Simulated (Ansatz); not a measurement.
# ZnCdF4: complex band structure, part 3 of 3

Aim: relax a made-up compound, ZnCdF4, and see how good a tunnel barrier it would be. It is built by putting Cd for part of the Zn in the ZnF2 structure of space group P4_2/mnm, with the volume rescaled by atomic radii. The parent structure comes from the Materials Project.

Ansatz 0.2.0; LDA DFT, plane waves, PAW files (the session's first sound run).

So far. Step 6 (Complex bands, plane (010), k-mesh 8×8×8): At the listed wavevectors the last open channel is at -0.04 eV and the next at +2.84 eV on the grid. At +1.40 eV, the grid energy nearest the filling level (the middle of the gap on the SCF mesh), the slowest state at the listed wavevectors decays with κ = 0.366 Å⁻¹, its amplitude falling by e over 2.7 Å; the first such run, plane (001), gave 0.343 Å⁻¹. Step 7 (A check of the settings …): The temperature enters the conductance and not T(E) itself.

The structure was built from a prototype and need not be the compound's stable phase.

## 8. A repeat with changed settings

This step: LDA DFT, plane waves, PAW files; complex bands by layer matching along the plane's normal; changed: scf.mixing.algorithm = "anderson", scf.mixing.beta = 0.2, scf.mixing.ndim = 8, scf.initial_density.chi_scale = 0.3 (Ansatz 0.2.0).

This run repeats an earlier one, its twin (the complex run, plane (001)), with four settings changed (scf.mixing.algorithm, scf.mixing.beta, scf.mixing.ndim, scf.initial_density.chi_scale; files written aside). It is meant to test how the run responds to these settings. Where the input is shown as a difference, that is against the step before, not the twin.

Contents of input.yaml:

```yaml
crystal:
  lattice:
    - [4.847439521, 0.0, 0.0]
    - [-0.026408494, 4.847367585, 0.0]
    - [0.0, 0.0, 3.247180573]
  atoms:
    - { symbol: Cd, position: [0.5, 0.5, 0.5] }
    - { symbol: Zn, position: [0.0, 0.0, 0.0] }
    - { symbol: F, position: [0.7139165412, 0.7139165412, 0.0] }
    - { symbol: F, position: [0.8178412755, 0.1821587245, 0.5] }
    - { symbol: F, position: [0.2860834588, 0.2860834588, 0.0] }
    - { symbol: F, position: [0.1821587245, 0.8178412755, 0.5] }
kpoints:
  mp_grid: { grid: [6, 6, 8] }
scf:
  occupations: { method: fixed }
  mixing: { algorithm: anderson, beta: 0.2, ndim: 8 }
  initial_density: { chi_scale: 0.3 }
hamiltonian:
  xc: lda
output:
  eigenvalues: true
  transmission:
    leads: [[0, 0]]
    kpoints: [[0.0, 0.0], [0.5, 0.0]]
    e_range: [-1.0, 3.83]
    de: 0.12
```

Started as:

```sh
$ ansatz run input.yaml --threads 2 --pin off --max-ram 4096MiB --backend cpu --events-out ev --progress --plain --runs-dir out
```

Numbers of over 12 decimals in the logs are rounded to 6 here.

What it wrote:

```text
[...]
Crystal: 6 atoms, lattice volume = 76.300 Å³
Basis set: ecut = 420 eV, 1495 PW (Γ)
Bands: 36, of which v1, the nominal top of the filled ones, is band 30 counted from 1 (29 counted from 0)
Symmetry: 8 space group operations
[...]
k-points: 65 of 288
[...]
SCF iter   1: F=—  HF=-14702.280579 eV  |F-HF|=—  |Δ(HF+E_count)|=         —  Δρ=8.59e-1  dr2=6.01e2  ethr=3.10e-3  ⟨swp⟩=5.8  Hψ=10288  notcnv=0  defer=243
[...]
SCF iter  18: F=-14541.207740 eV  HF=-14541.207740 eV  |F-HF|=2.68e-8  |Δ(HF+E_count)|=   3.51e-7  Δρ=5.75e-6  dr2=8.94e-9  ethr=1.32e-10  ⟨swp⟩=3.0  Hψ=5867  notcnv=0
SCF 1 converged in 18 iterations: F = -14541.207740 eV  dr2 = 8.94e-9
[...]
transmission: 4 of 8 steps passed
transmission: 8 of 8 steps passed
SCF converged after 18 iterations
Stability not checked: this state was not tested for a lower state beside it, because the mixer in use, unlike msr1, does not test its closes by its own steps (another_mixer; see scf.mixing.algorithm and scf.lower_state_search)
Free energy (F): -14541.207740 eV
[...]
Internal energy: -14541.207740 eV  (E = F + TS)
E sigma→0 (E₀):  -14541.207740 eV
Fermi energy:    4.613844 eV
[...]
--- Band table (eV; the first three rows and the last of 65) ---
  k-point 0: bands = [... 26 lower, 3.3582, 4.0155, 4.2781, 4.6138, 7.4455, 13.0324, 13.4881, 13.9786, ... 2 higher]
  k-point 1: bands = [... 26 lower, 3.2953, 3.8531, 4.0623, 4.5022, 7.9591, 13.4475, 13.5746, 14.3595, ... 2 higher]
  k-point 2: bands = [... 26 lower, 3.1347, 3.5289, 3.6545, 4.1733, 9.1675, 13.6845, 14.4926, 15.3131, ... 2 higher]
  k-point 64: bands = [... 26 lower, 3.1456, 3.3841, 3.4806, 3.9879, 12.0303, 12.4273, 14.9046, 14.9952, ... 2 higher]
--- Transmission ---
  basis      : 213 plane waves across, 4 finite elements along
  points     : 2, as listed
[...]
crystal 0  : Zn1F4Cd1, at the sites [0, 0], period 3.2472 Å: whole cells are its period
[...]
channels       : 0.000000e0 a spin
[...]
slowest decay  : 0.3427 /Å at (0.0000, 0.0000)
```

Run time: 17 s. Hardware: 2 threads of Intel Xeon Platinum 8488C (Sapphire Rapids), shared host; peak memory 0.66 GiB; 33 s of CPU time.

Numbers from this step:

| Quantity | Value |
| --- | --- |
| decay constant at the filling level, slowest listed point | 0.3427 Å⁻¹ |

K parallel (0, 0); values up to 1.5 1/Å, a degenerate pair printed once or twice; energies at which all values exceed this have no row. Im kz of the slowest decaying states against energy, zero at the highest filled level on the SCF mesh:

```csv
energy (eV),decay 1 (Å⁻¹),decay 2 (Å⁻¹),decay 3 (Å⁻¹),decay 4 (Å⁻¹)
-1.00,0.337,0.452,0.603,0.624
-0.64,0.356,0.661,0.726,0.772
-0.28,0.116,0.298,0.361,0.797
-0.04,0.254,0.350,0.375,0.859
0.08,0.221,0.294,0.327,0.404
0.32,0.355,0.367,0.451,0.916
0.68,0.419,0.444,0.502,0.962
1.04,0.374,0.465,0.540,0.619
1.40,0.343,0.498,0.569,0.729
1.76,0.306,0.523,0.590,0.831
2.12,0.257,0.542,0.606,0.939
2.48,0.187,0.555,0.618,0.972
2.72,0.107,0.562,0.624,0.996
3.08,0.568,0.630,0.943,1.13
3.44,0.571,0.633,0.919,1.14
3.80,0.570,0.633,0.899,1.14
```

K parallel (0.5, 0); values up to 1.5 1/Å, a degenerate pair printed once or twice; energies at which all values exceed this have no row. The Im kz of the slowest decaying states by energy, zero at the highest filled level on the SCF mesh:

```csv
energy (eV),decay 1 (Å⁻¹),decay 2 (Å⁻¹),decay 3 (Å⁻¹),decay 4 (Å⁻¹)
-1.00,0.511,0.565,0.571,0.700
-0.76,0.143,0.365,0.365,0.654
-0.64,0.222,0.290,0.747,0.764
-0.40,0.0933,0.304,0.822,0.924
-0.28,0.210,0.328,0.852,0.955
-0.04,0.304,0.315,0.372,0.902
0.20,0.361,0.380,0.407,0.499
0.32,0.383,0.422,0.468,0.560
0.56,0.419,0.448,0.594,0.652
0.68,0.434,0.460,0.642,0.688
0.92,0.460,0.479,0.721,0.748
1.16,0.480,0.494,0.782,0.794
1.28,0.489,0.501,0.808,0.812
1.52,0.503,0.511,0.844,0.853
1.64,0.508,0.516,0.856,0.872
1.88,0.517,0.522,0.869,0.877
2.12,0.522,0.526,0.849,0.865
2.24,0.523,0.526,0.840,0.855
2.48,0.523,0.526,0.822,0.838
2.60,0.522,0.525,0.814,0.830
2.84,0.516,0.521,0.798,0.816
3.08,0.505,0.514,0.784,0.803
3.20,0.499,0.509,0.777,0.797
3.44,0.481,0.498,0.764,0.785
3.56,0.470,0.491,0.758,0.780
3.80,0.444,0.475,0.747,0.769
```

The least decay constant is 0.343 Å⁻¹ against 0.343 Å⁻¹ in the twin: no change within 1 %.

## 9. Outcome

```json
{
  "band gap": "2.83 eV",
  "least decay constant at mid-gap, normal to (001)": "0.343 Å⁻¹",
  "least decay constant at mid-gap, normal to (010)": "0.366 Å⁻¹",
  "least decay constant on a mesh, normal to (001)": "0.341 Å⁻¹"
}
```

What this shows: With LDA, the slowest decay at the wavevectors tried is κ = 0.343 Å⁻¹, normal to (001). Through such a film the transmission near mid-gap falls as exp(−2κd), a factor of ten every 3.4 Å. The directions tried decay at nearly the same rate. A free electron under a barrier of half the gap would need a mass of 0.32 mₑ to decay at this rate. The compound is made up by substitution; its stability against other phases and against distortions of the cell's symmetry was not tested. A semilocal functional narrows gaps, so real decay constants are likely larger.

[Logs are printed without paths, hosts, clocks, repeated set-up lines and the standing remarks that a program may print on its own settings, such as how far it seeks lower states.]

[Hosts, paths, dates, database ids (printed as entryN), source tags and the programs' standing remarks are cut or masked in the printed files.]
